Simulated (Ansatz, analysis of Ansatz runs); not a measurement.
# F centre in LiF: hyperfine coupling, PBE, part 2 of 2

Aim: the hyperfine coupling of the F centre in LiF, to be set beside the measurement. Set-up: PBE, 64-site cell, PBE lattice, 420 eV, k: the single point 1/4 1/4 1/4 then 2x2x2 shifted 0.5 0.5 0.5, relaxed to 0.1 eV/A. The model is a cell of 64 host atoms with 1 F taken out. The isotropic coupling follows from the spin density at the nucleus, the nuclear g-factor and the total spin.

Ansatz 0.2.0; PBE, 64-site cell, PBE lattice, 420 eV, k: the single point 1/4 1/4 1/4 then 2x2x2 shifted 0.5 0.5 0.5, relaxed to 0.1 eV/A.

So far: The starting structure; Relaxation, charge 0.

## (2) Relaxation, charge 0 (continued)

Level of this step: plane-wave PAW DFT, PBE; relaxation of all atoms of a defect supercell (Ansatz).

The steps of the relaxation:

| step | energy less that of the first step (eV) | largest force component (eV/Å) |
| --- | --- | --- |
| 1 | 0.0000 | 0.1973 |
| 2 | -0.0167 | 0.1004 |
| 3 | -0.0277 | 0.0196 |

Forces are held to the 12 operations that the run works with; a distortion that breaks them can't arise in this run.

The atoms that moved most (Å):

| atom | dx | dy | dz | length |
| --- | --- | --- | --- | --- |
| Li12 | 0.000 | -0.045 | 0.000 | 0.045 |
| Li19 | 0.000 | 0.000 | -0.045 | 0.045 |
| Li25 | -0.045 | 0.000 | 0.000 | 0.045 |
| Li56 | 0.045 | 0.000 | 0.000 | 0.045 |
| Li28 | 0.000 | 0.045 | 0.000 | 0.045 |
| Li27 | 0.000 | 0.000 | 0.045 | 0.045 |
| F24 | 0.000 | 0.007 | -0.007 | 0.010 |
| F16 | 0.000 | -0.007 | 0.007 | 0.010 |

The atoms nearest to the centre after the run:

| atom | distance (Å) |
| --- | --- |
| Li28 | 2.078 |
| Li27 | 2.078 |
| Li56 | 2.078 |
| Li25 | 2.078 |
| Li19 | 2.078 |
| Li12 | 2.078 |
| F14 | 2.886 |
| F8 | 2.886 |
| F60 | 2.886 |
| F61 | 2.886 |
| F21 | 2.886 |
| F31 | 2.886 |
| F30 | 2.886 |
| F29 | 2.886 |
| F24 | 2.886 |
| F16 | 2.886 |

Read from the output:

```
free energy                           : -31704.9488 eV
total moment                          : 1 μB
integral of the absolute spin density : 1.013 μB
spin contamination                    : 5.83e-4
```

The relaxation ends 0.4 meV an atom lower, with a largest force component of 0.020 eV/Å.

## (3) Contact spin densities

The relaxed structure is kept, and the final numbers are taken at the final level and k-points.

This step: plane-wave PAW DFT, PBE; single point of a defect supercell.

Contents of point/input.yaml:

```yaml
crystal:
  lattice:
    - [8.13425752, 0.0, 0.0]
    - [0.0, 8.13425752, 0.0]
    - [0.0, 0.0, 8.13425752]
  atoms:
    - { symbol: Li, position: [2.4419e-05, 2.375e-06, 2.375e-06] }
    - { symbol: Li, position: [0.000187666, 0.250187666, 0.250187666] }
[... 5 atom lines left out ...]
    - { symbol: F, position: [0.24997999, 0.249160104, 0.249160104] }
[... 3 atom lines left out ...]
    - { symbol: Li, position: [0.24998453, 0.244511785, 0.49998453] }
[... 1 atom line left out ...]
    - { symbol: F, position: [-0.000839896, 0.249160104, 0.49997999] }
[... 4 atom lines left out ...]
    - { symbol: Li, position: [0.24998453, 0.49998453, 0.244511785] }
[... 1 atom line left out ...]
    - { symbol: F, position: [-0.000839896, 0.49997999, 0.249160104] }
[... 3 atom lines left out ...]
    - { symbol: Li, position: [-0.005488215, 0.49998453, 0.49998453] }
[... 1 atom line left out ...]
    - { symbol: Li, position: [0.25001547, 0.50001547, 0.755488215] }
    - { symbol: Li, position: [0.25001547, 0.755488215, 0.50001547] }
[... 2 atom lines left out ...]
    - { symbol: F, position: [0.25002001, 0.750839896, 0.750839896] }
[... 24 atom lines left out ...]
    - { symbol: Li, position: [0.505488215, 0.50001547, 0.50001547] }
[... 3 atom lines left out ...]
    - { symbol: F, position: [0.500839896, 0.50002001, 0.750839896] }
    - { symbol: F, position: [0.500839896, 0.750839896, 0.50002001] }
[... 1 atom line left out ...]
    - { symbol: F, position: [0.749982742, 0.749968534, 0.749968534] }
basis:
  ecutwfc: 420
  xc_grid: 2
hamiltonian:
  xc: pbe
kpoints:
  mp_grid: { grid: [2, 2, 2], shift: [0.5, 0.5, 0.5] }
magnetization:
  spin_polarized: true
  initial_magnetization: 1
  spin_locking: { lock_magnetization: hard }
scf:
  occupations: { method: fermi_dirac, width: 0.01 }
  max_iter: 120
output:
  forces: true
  efg: {}
  eigenvalues: true
checkpoint:
  read: "../relax.run"
```

The run is started by

```console
$ ansatz run input.yaml --threads 2 --pin off --max-ram 3768MiB --backend cpu --events-out ev --progress --plain --runs-dir out
```

Numbers of over 12 decimals in the logs are rounded to 6 here.

What it wrote:

```text
[...]
Crystal: 63 atoms, lattice volume = 538.212 Å³
Basis set: ecut = 420 eV, 10443 PW (Γ), exchange–correlation on 120×120×120 points (8 copies of the dense FFT grid, shifted against one another)
Bands: 220, of which v1, the nominal top of the filled ones, is band 157 counted from 1 (156 counted from 0)
Symmetry: 12 space group operations
[...]
k-points: 2 of 8
[...]
Starting moments: Σ|m| = 1 μB on 63 of 63 sites; this step starts from the density that it was given
[...]
iter 1 solved again at ethr=6.38e-9 eV; its pass at ethr=3.10e-3 eV (dr2=2.00e-5 eV) is discarded
[...]
SCF iter   6: F=-31704.948746 eV  HF=-31704.948746 eV  |F-HF|=2.98e-10  |Δ(HF+E_count)|=  6.33e-10  Δρ=1.78e-7 (↑1.78e-7 ↓1.77e-7)  dr2=3.80e-10  dr2_m=7.71e-12  M=1.000 μB ∫|m|=1.012 μB  ethr=1.00e-12  ⟨swp⟩=2.0  Hψ=1462  notcnv=0
[...]
atom  19  Li V_zz =    -0.014568   η = 0.0040   by run symmetry: allowed
[...]
atom  25  Li V_zz =    -0.014568   η = 0.0040   by run symmetry: allowed
[...]
atom  27  Li V_zz =    -0.014568   η = 0.0040   by run symmetry: allowed
[...]
atom  28  Li V_zz =    -0.014568   η = 0.0040   by run symmetry: allowed
[...]
atom  56  Li V_zz =    -0.014568   η = 0.0040   by run symmetry: allowed
[...]
atom  60  F  V_zz =    -0.124378   η = 0.8602   by run symmetry: allowed
[...]
atom  61  F  V_zz =    -0.124378   η = 0.8602   by run symmetry: allowed
[...]
--- Band table (eV) ---
[...]
[... further k-points left out ...]
[key lines of the parts left out:]
SCF converged after 6 iterations
Magnetization: 1.0000 μB (157.0000 up, 156.0000 down)
Free energy (F): -31704.948746 eV
Fermi energy:    7.304589 (↑ 8.224003, ↓ 4.351548) eV
```

The job ended after 36 s (2 threads of Arm Neoverse V2, shared host; peak memory 1.7 GiB).

Read from the output:

```
free energy                           : -31704.9487 eV
total moment                          : 1 μB
integral of the absolute spin density : 1.012 μB
spin contamination                    : 5.83e-4
```

The atoms' spheres hold 0.21 of the 1 μB, none over 0.02 μB.

Isotropic hyperfine couplings from the contact spin densities (Fermi contact term with core polarisation, no dipolar part), the largest:

| atom | isotope | distance from the centre (Å) | contact spin density (e/Å³) | A (MHz) |
| --- | --- | --- | --- | --- |
| F16 | 19F | 2.89 | 0.201 | 125.0 |
| F24 | 19F | 2.89 | 0.201 | 125.0 |
| F29 | 19F | 2.89 | 0.201 | 125.0 |
| F30 | 19F | 2.89 | 0.201 | 125.0 |
| F45 | 19F | 2.89 | 0.201 | 125.0 |
| F52 | 19F | 2.89 | 0.201 | 125.0 |
| F8 | 19F | 2.89 | 0.200 | 125.0 |
| F14 | 19F | 2.89 | 0.200 | 125.0 |
| F21 | 19F | 2.89 | 0.200 | 125.0 |
| F31 | 19F | 2.89 | 0.200 | 125.0 |

## (4) Results

```
7Li, shell I                          : 39.0 MHz
19F, shell II                         : 125.0 MHz
7Li, shell III                        : 0.9 MHz
19F, shell IV                         : 0.2 MHz
integral of the absolute spin density : 1.01 μB
time of the whole chain               : 79 s on 2 threads
```

**Reading.** 7Li, shell I: computed 39.0 MHz, measured 39.06 MHz; 0.1 MHz (0 %) below the measurement. 19F, shell II: computed 125.0 MHz, measured 105.9 MHz; 19.1 MHz (18 %) above the measurement. 7Li, shell III: computed 0.9 MHz, measured 0.5 MHz; 0.4 MHz (76 %) above the measurement. 19F, shell IV: computed 0.2 MHz, measured 0.48 MHz; 0.3 MHz (64 %) below the measurement. Only the isotropic (Fermi contact) part is computed, with core polarisation; no vibrational averaging. Limits: the periodic copies of the defect are only 8.1 Å apart.

[Logs are printed without paths, hosts, clocks, repeated set-up lines and the standing remarks that a program may print on its own settings, such as how far it seeks lower states.]

[Hosts, paths, dates, database ids (printed as entryN), source tags and the programs' standing remarks are cut or masked in the printed files.]

[For some hosts the program warned that the k-mesh of the response run may be too coarse for force constants and the static dielectric constant; such warnings are not shown here.]
